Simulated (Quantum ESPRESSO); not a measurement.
# Pd (Palladium): electron-phonon coupling

Wanted: the coupling constant λ of Pd (Palladium) at ambient pressure.

Calculated with Quantum ESPRESSO 7.5; DFT LDA, scalar-relativistic, plane waves, PseudoDojo norm-conserving pseudopotentials.

## Step 1: The structure

The structure is cubic, space group Fm-3m (No. 225). The conventional cell has a = 3.893 Å, b = 3.893 Å, c = 3.893 Å, α = 90.00°, β = 90.00°, γ = 90.00°. Nearest to Pd lie 12 Pd at 2.75 Å.

## Step 2: A probe with smearing

A cheap run with smearing and empty bands tells whether the crystal has a gap, which decides between fixed occupations and smearing later on.

probe.in

```
&control
   calculation = 'scf'
   prefix = 'x'
   outdir = './tmp'
   pseudo_dir = './pseudo'
   tprnfor = .true.
   tstress = .true.
   verbosity = 'high'
/
&system
   ibrav = 0
   nat = 1
   ntyp = 1
   ecutwfc = 82.0
   occupations = 'smearing'
   smearing = 'gaussian'
   degauss = 0.01
/
&electrons
   conv_thr = 1.0d-07
   mixing_beta = 0.7
   electron_maxstep = 100
/
ATOMIC_SPECIES
 Pd    106.4200  Pd.upf
CELL_PARAMETERS angstrom
     0.000000000    1.946500000    1.946500000
     1.946500000    0.000000000    1.946500000
     1.946500000    1.946500000    0.000000000
ATOMIC_POSITIONS crystal
 Pd     0.000000000   0.000000000   0.000000000
K_POINTS automatic
 8 8 8 0 0 0
```

Started as:

```bash
$ OMP_NUM_THREADS=1 mpirun -n 4 pw.x -nk 4 -in probe.in > probe.out
```

Output:

```text
[banners, grids, parts of the stress and lines that vanish by symmetry left out]
Program PWSCF v.7.5
     Message from routine setup:
     using ibrav=0 with symmetry is DISCOURAGED, use correct ibrav instead
[...]
kinetic-energy cutoff     =      82.0000  Ry
     charge density cutoff     =     328.0000  Ry
     scf convergence threshold =      1.0E-07
[...]
Exchange-correlation= SLA  PW   NOGX NOGC
                           (   1   4   0   0   0   0   0)
[...]
48 Sym. Ops., with inversion, found
[...]
(     0          1          0      )
                  (     0          0          1      )
[...]
( -0.0000000  1.0000000  0.0000000 )
                  ( -0.0000000  0.0000000  1.0000000 )
[...]
(     1          0         -1      )
                  (     0          0         -1      )
[...]
(  1.0000000 -0.0000000 -0.0000000 )
                  (  0.0000000 -1.0000000 -0.0000000 )
[...]
(    -1          1          0      )
                  (     0          1         -1      )
[...]
( -1.0000000  0.0000000 -0.0000000 )
                  ( -0.0000000  1.0000000 -0.0000000 )
[...]
number of k points=    29  Gaussian smearing, width (Ry)=  0.0100
[...]
End of self-consistent calculation
[...]
the Fermi energy is    19.5640 ev
!    total energy              =    -269.92370453 Ry
[...]
convergence has been achieved in   7 iterations
[...]
atom    1 type  1   force =     0.00000000    0.00000000    0.00000000
[...]
Total force =     0.000000     Total SCF correction =     0.000000
[...]
total   stress  (Ry/bohr**3)                   (kbar)     P=      -81.47
[...]
XML data file, charge density, pseudopotentials, collected wavefunctions

   JOB DONE.
```

It took 1.9 s on 4 MPI ranks of Arm Neoverse V2, shared host; 7.1 s of CPU time.

This step gave:

| Quantity | Value |
| --- | --- |
| volume per atom | 14.75 Å³ |
| pressure | -8.147 GPa |
| gap on the k-mesh | 0 eV |

No gap opens on this mesh, so smearing is kept; the start stands at -8.1 GPa.

## Step 3: Relaxing the cell and atoms

The relaxation runs at a cutoff a fifth above that of the response, since stress converges more slowly with the basis than frequencies do. Forces and stress are brought to rest with tight thresholds.

relax.in

```
&control
   calculation = 'vc-relax'
   prefix = 'x'
   outdir = './tmp'
   pseudo_dir = './pseudo'
   tprnfor = .true.
   tstress = .true.
   forc_conv_thr = 2.0d-05
   etot_conv_thr = 1.0d-07
   nstep = 40
/
&system
   ibrav = 0
   nat = 1
   ntyp = 1
   ecutwfc = 98
   occupations = 'smearing'
   smearing = 'mv'
   degauss = 0.02
/
&electrons
   conv_thr = 1.0d-11
   mixing_beta = 0.7
   electron_maxstep = 100
/
&ions
/
&cell
   press_conv_thr = 0.2
/
ATOMIC_SPECIES
 Pd    106.4200  Pd.upf
CELL_PARAMETERS angstrom
     0.000000000    1.946500000    1.946500000
     1.946500000    0.000000000    1.946500000
     1.946500000    1.946500000    0.000000000
ATOMIC_POSITIONS crystal
 Pd     0.000000000   0.000000000   0.000000000
K_POINTS automatic
 16 16 16 0 0 0
```

Started as:

```bash
$ OMP_NUM_THREADS=1 mpirun -n 4 pw.x -nk 4 -in relax.in > relax.out
```

Output:

```text
[banners, grids, parts of the stress and lines that vanish by symmetry left out]
[banner, memory and clock lines left out]
Program PWSCF v.7.5

[...]
kinetic-energy cutoff     =      98.0000  Ry
     charge density cutoff     =     392.0000  Ry
     scf convergence threshold =      1.0E-11
[...]
energy convergence thresh.=      1.0E-07
     force convergence thresh. =      2.0E-05
     press convergence thresh. =      2.0E-01
     Exchange-correlation= SLA  PW   NOGX NOGC
                           (   1   4   0   0   0   0   0)
[...]
48 Sym. Ops., with inversion, found
[...]
number of k points=   145  Marzari-Vanderbilt smearing, width (Ry)=  0.0200
[...]
End of self-consistent calculation
[...]
the Fermi energy is    19.5057 ev
!    total energy              =    -269.92473003 Ry
[...]
convergence has been achieved in   9 iterations
[...]
atom    1 type  1   force =     0.00000000    0.00000000    0.00000000
     Total force =     0.000000     Total SCF correction =     0.000000
[...]
total   stress  (Ry/bohr**3)                   (kbar)     P=      -89.87
[...]
number of bfgs steps    =   0
[...]
CELL_PARAMETERS (angstrom)
[...]
ATOMIC_POSITIONS (crystal)
Pd               0.0000000000        0.0000000000        0.0000000000
[...]
New effective cutoffs (rho, wfc):  403.21  101.06
[...]
End of self-consistent calculation
[...]
the Fermi energy is    20.7765 ev
!    total energy              =    -269.92608092 Ry
[...]
convergence has been achieved in   7 iterations
[...]
atom    1 type  1   force =     0.00000000    0.00000000    0.00000000
     Total force =     0.000000     Total SCF correction =     0.000000
[...]
total   stress  (Ry/bohr**3)                   (kbar)     P=        6.20
[...]
number of bfgs steps    =   1
[...]
CELL_PARAMETERS (angstrom)
[...]
ATOMIC_POSITIONS (crystal)
Pd               0.0000000000        0.0000000000        0.0000000000
[...]
New effective cutoffs (rho, wfc):  402.42  100.86
[...]
End of self-consistent calculation
[...]
the Fermi energy is    20.6944 ev
!    total energy              =    -269.92608618 Ry
[...]
convergence has been achieved in   7 iterations
[...]
atom    1 type  1   force =     0.00000000    0.00000000    0.00000000
     Total force =     0.000000     Total SCF correction =     0.000000
[...]
total   stress  (Ry/bohr**3)                   (kbar)     P=       -0.61
[...]
number of bfgs steps    =   2
[...]
CELL_PARAMETERS (angstrom)
[...]
ATOMIC_POSITIONS (crystal)
Pd               0.0000000000        0.0000000000        0.0000000000
[...]
New effective cutoffs (rho, wfc):  402.49  100.88
[...]
End of self-consistent calculation
[...]
the Fermi energy is    20.7017 ev
!    total energy              =    -269.92608623 Ry
[...]
convergence has been achieved in   6 iterations
[...]
atom    1 type  1   force =     0.00000000    0.00000000    0.00000000
     Total force =     0.000000     Total SCF correction =     0.000000
[...]
total   stress  (Ry/bohr**3)                   (kbar)     P=       -0.00
[...]
bfgs converged in   4 scf cycles and   3 bfgs steps
[...]
End of BFGS Geometry Optimization
     Final enthalpy           =    -269.9260862283 Ry
     File ./tmp/x.bfgs deleted, as requested
[...]
CELL_PARAMETERS (angstrom)
[...]
ATOMIC_POSITIONS (crystal)
Pd               0.0000000000        0.0000000000        0.0000000000
[...]
Final scf calculation at the relaxed structure.
[...]
kinetic-energy cutoff     =      98.0000  Ry
     charge density cutoff     =     392.0000  Ry
     scf convergence threshold =      1.0E-13
[...]
press convergence thresh. =      2.0E-01
     Exchange-correlation= SLA  PW   NOGX NOGC
                           (   1   4   0   0   0   0   0)
[...]
48 Sym. Ops., with inversion, found
[...]
number of k points=   145  Marzari-Vanderbilt smearing, width (Ry)=  0.0200
[...]
End of self-consistent calculation
[...]
the Fermi energy is    20.7017 ev
!    total energy              =    -269.92607318 Ry
[...]
convergence has been achieved in  10 iterations
[...]
atom    1 type  1   force =     0.00000000    0.00000000    0.00000000
     Total force =     0.000000     Total SCF correction =     0.000000
[...]
total   stress  (Ry/bohr**3)                   (kbar)     P=       -0.10
[...]
XML data file, charge density, pseudopotentials, collected wavefunctions
```

The job ended after 47 s (4 MPI ranks).

Relaxation path:

| step | energy less that of the first step (eV) | largest force (eV/Å) | pressure (GPa) | volume (Å³) |
| --- | --- | --- | --- | --- |
| 1 | 0.0000 | 0.0000 | -8.99 | 14.75 |
| 2 | -0.0184 | 0.0000 | 0.62 | 14.08 |
| 3 | -0.0185 | 0.0000 | -0.06 | 14.13 |
| 4 | -0.0185 | 0.0000 | 0.00 | 14.12 |
| 5 | -0.0183 | 0.0000 | -0.01 | 14.12 |

| conventional cell, symmetrised | before | after | change |
| --- | --- | --- | --- |
| a (Å) | 3.893 | 3.837 | -1.4 % |
| b (Å) | 3.893 | 3.837 | -1.4 % |
| c (Å) | 3.893 | 3.837 | -1.4 % |
| volume (Å³/atom) | 14.75 | 14.12 | -4.3 % |

The relaxed structure:

```xyz
1
Lattice="0.0000 1.9185 1.9185 1.9185 0.0000 1.9185 1.9185 1.9185 0.0000" Properties=species:S:1:pos:R:3 pbc="T T T"
Pd    0.0000    0.0000    0.0000
```

The last row of the table of steps is pw.x's closing run on a basis chosen anew for the final cell, so its energy can jump.

Numbers from this step:

```yaml
volume_per_atom: 14.12 Å³
pressure: -0.01 GPa
```

The volume changes by -4.3 % from the cell with which this run began.

## Step 4: Self-consistent run for the response

Perturbation theory inherits every error of the wavefunctions, so the threshold is set near the limit of the arithmetic. Smearing stays on, as the first look found no gap above 0.3 eV.

scf.in

```
&control
   calculation = 'scf'
   prefix = 'x'
   outdir = './tmp'
   pseudo_dir = './pseudo'
   tprnfor = .true.
   tstress = .true.
/
&system
   ibrav = 0
   nat = 1
   ntyp = 1
   ecutwfc = 82.0
   occupations = 'smearing'
   smearing = 'mv'
   degauss = 0.02
/
&electrons
   conv_thr = 1.0d-12
   mixing_beta = 0.7
   electron_maxstep = 100
/
ATOMIC_SPECIES
 Pd    106.4200  Pd.upf
CELL_PARAMETERS angstrom
     0.000000000    1.918468067    1.918468067
     1.918468067    0.000000000    1.918468067
     1.918468067    1.918468067    0.000000000
ATOMIC_POSITIONS crystal
 Pd     0.000000000   0.000000000   0.000000000
K_POINTS automatic
 16 16 16 0 0 0
```

Started as:

```bash
$ OMP_NUM_THREADS=1 mpirun -n 4 pw.x -nk 4 -in scf.in > scf.out
```

Output:

```text
[banners, grids, parts of the stress and lines that vanish by symmetry left out]
[banner, memory and clock lines left out]
Program PWSCF v.7.5

[...]
kinetic-energy cutoff     =      82.0000  Ry
     charge density cutoff     =     328.0000  Ry
     scf convergence threshold =      1.0E-12
[...]
Exchange-correlation= SLA  PW   NOGX NOGC
                           (   1   4   0   0   0   0   0)
[...]
48 Sym. Ops., with inversion, found
[...]
number of k points=   145  Marzari-Vanderbilt smearing, width (Ry)=  0.0200
[...]
End of self-consistent calculation
[...]
the Fermi energy is    20.7017 ev
!    total energy              =    -269.92602043 Ry
[...]
convergence has been achieved in  10 iterations
[...]
atom    1 type  1   force =     0.00000000    0.00000000    0.00000000
     Total force =     0.000000     Total SCF correction =     0.000000
[...]
total   stress  (Ry/bohr**3)                   (kbar)     P=        0.13
[...]
XML data file, charge density, pseudopotentials, collected wavefunctions
```

Run time: 7.5 s. Hardware: 4 MPI ranks.

Numbers from this step:

```
pressure : 0.01300 GPa
```

The cell stands at 0.013 GPa, close enough for phonons.

## Step 5: Levels on a dense mesh

The coupling is a sum over pairs of states at the Fermi level and needs a much denser mesh than the density does.

scf_fit.in, as its differences from scf.in of step 4:

```diff
@@ -16,5 +16,6 @@
    degauss = 0.02
+   la2F = .true.
 /
 &electrons
-   conv_thr = 1.0d-12
+   conv_thr = 1.0d-10
    mixing_beta = 0.7
@@ -31,2 +32,2 @@
 K_POINTS automatic
- 16 16 16 0 0 0
+ 32 32 32 0 0 0
```

Started as:

```bash
$ OMP_NUM_THREADS=1 mpirun -n 4 pw.x -nk 4 -in scf_fit.in > scf_fit.out
```

Output:

```text
[banners, grids, parts of the stress and lines that vanish by symmetry left out]
[banner, memory and clock lines left out]
Program PWSCF v.7.5

[...]
kinetic-energy cutoff     =      82.0000  Ry
     charge density cutoff     =     328.0000  Ry
     scf convergence threshold =      1.0E-10
[...]
Exchange-correlation= SLA  PW   NOGX NOGC
                           (   1   4   0   0   0   0   0)
[...]
48 Sym. Ops., with inversion, found
[...]
number of k points=   897  Marzari-Vanderbilt smearing, width (Ry)=  0.0200
[...]
End of self-consistent calculation
[...]
the Fermi energy is    20.6798 ev
!    total energy              =    -269.92608834 Ry
[...]
convergence has been achieved in   8 iterations
[...]
atom    1 type  1   force =     0.00000000    0.00000000    0.00000000
     Total force =     0.000000     Total SCF correction =     0.000000
[...]
total   stress  (Ry/bohr**3)                   (kbar)     P=       -1.49
[...]
XML data file, charge density, pseudopotentials, collected wavefunctions
```

Run time: 36 s. Hardware: 4 MPI ranks.

Numbers from this step:

| Property | Result |
| --- | --- |
| pressure | -0.149 GPa |

## Step 6: Ground state

The run on the dense mesh left its levels for the electron-phonon sums; ph.x needs the ground state on the coarse mesh, so pw.x runs once more in the same folder.

scf.in is that of step 4.

Started as:

```bash
$ OMP_NUM_THREADS=1 mpirun -n 4 pw.x -nk 4 -in scf.in > scf.out
```

Output:

```text
[banners, grids, parts of the stress and lines that vanish by symmetry left out]
[banner, memory and clock lines left out]
Program PWSCF v.7.5

[...]
kinetic-energy cutoff     =      82.0000  Ry
     charge density cutoff     =     328.0000  Ry
     scf convergence threshold =      1.0E-12
[...]
Exchange-correlation= SLA  PW   NOGX NOGC
                           (   1   4   0   0   0   0   0)
[...]
48 Sym. Ops., with inversion, found
[...]
number of k points=   145  Marzari-Vanderbilt smearing, width (Ry)=  0.0200
[...]
End of self-consistent calculation
[...]
the Fermi energy is    20.7017 ev
!    total energy              =    -269.92602043 Ry
[...]
convergence has been achieved in  10 iterations
[...]
atom    1 type  1   force =     0.00000000    0.00000000    0.00000000
     Total force =     0.000000     Total SCF correction =     0.000000
[...]
total   stress  (Ry/bohr**3)                   (kbar)     P=        0.13
[...]
XML data file, charge density, pseudopotentials, collected wavefunctions
```

It took 7.5 s on 4 MPI ranks.

This step gave:

| Quantity | Value |
| --- | --- |
| pressure | 0.01300 GPa |

(Part 1 of 3 ends here.)

[Host names and launcher messages were left out of these logs when they were recorded.]

[Logs are printed without paths, hosts, clocks, repeated set-up lines and the standing remarks that a program may print on its own settings, such as how far it seeks lower states.]

[Hosts, paths, dates, database ids (printed as entryN), source tags and the programs' standing remarks are cut or masked in the printed files.]
